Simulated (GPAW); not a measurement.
Consider zinc-blende (GaAs)1-x(GaP)x, x = 0.75.

```xyz
16
Lattice="0.0000 5.5015 5.5015 5.5015 0.0000 5.5015 5.5015 5.5015 0.0000" Properties=species:S:1:pos:R:3 pbc="T T T"
Ga   10.9726   10.9727   10.9723
As    1.3787    1.3628    1.3663
Ga    8.2741    8.2831   10.9873
P     4.1295    4.1254    1.3826
Ga    8.2511    5.5033    2.8100
P     4.1203    1.3848    4.1361
Ga    5.5033    8.2453    8.2526
P     6.8699    4.1255    4.1311
Ga    5.5095    8.2380    2.7947
P     1.3754    4.1204    4.1259
Ga    2.7494    5.4986    2.7530
P     4.1196    6.8813    4.1277
Ga    8.2315    8.2430    5.4950
As    4.1369    4.1352    6.8887
Ga    5.5240    5.5350    5.4779
P     6.8821    6.8769    6.8788
```

Absorber: atom 1, with 3 P at 2.37 Å and 1 As at 2.42 Å (tetrahedral). Method: GPAW, LDA, excited-electron core hole (neutral cell), 16-atom cell with 7.8 Å between holes, 4×4×4 k points, dipole transitions, Gaussian full width 1.82 eV up to 4 eV, rising linearly to 3.5 eV at 25 eV.

Q: Predict the near-edge structure at the Ga K edge.

Main maxima up to 26 eV above the zero (height): 4.0 eV (1.75), 7.6 eV (0.98) and 11.6 eV (1.14). A K edge sees empty p states on the absorber. 

The Ga K spectrum (energy from the bottom of the conduction band, which holds the excited electron; intensity scaled to a mean of 1 over the first 20 eV):

```csv
E (eV),intensity
-2.0,0.00
-1.4,0.00
-0.8,0.02
-0.2,0.09
0.4,0.25
1.0,0.52
1.6,0.81
2.2,1.08
2.8,1.34
3.4,1.62
4.0,1.75
4.6,1.61
5.2,1.32
5.8,1.07
6.4,0.96
7.0,0.97
7.6,0.98
8.2,0.95
8.8,0.90
9.4,0.91
10.0,0.99
10.6,1.07
11.2,1.13
11.8,1.13
12.4,1.09
13.0,1.05
13.6,1.00
14.2,0.96
14.8,0.91
15.4,0.86
16.0,0.82
16.6,0.83
17.2,0.84
17.8,0.85
18.4,0.83
19.0,0.80
19.6,0.78
20.2,0.78
20.8,0.79
21.4,0.79
22.0,0.78
22.6,0.76
23.2,0.73
23.8,0.71
24.4,0.70
25.0,0.71
25.6,0.74
26.2,0.77
```

The script folds with a Gaussian, whereas the core hole's own line is a Lorentzian, so the onset is too steep and the first peak too high.

[Banner, clock and machine lines of the logs are left out without a mark of their own.]

[Logs are printed without paths, hosts, clocks, repeated set-up lines and the standing remarks that a program may print on its own settings, such as how far it seeks lower states.]

[Hosts, paths, dates, database ids (printed as entryN), source tags and the programs' standing remarks are cut or masked in the printed files.]

[Lists of maxima count a maximum above −3 eV only where it reaches 4 % of the highest in the window and stands out from its surroundings by 2 % of it (1.5 % where it reaches 55 %); shoulders and weaker maxima are passed over, and of the rest the first, up to two pre-edge ones and the few strongest are named.]
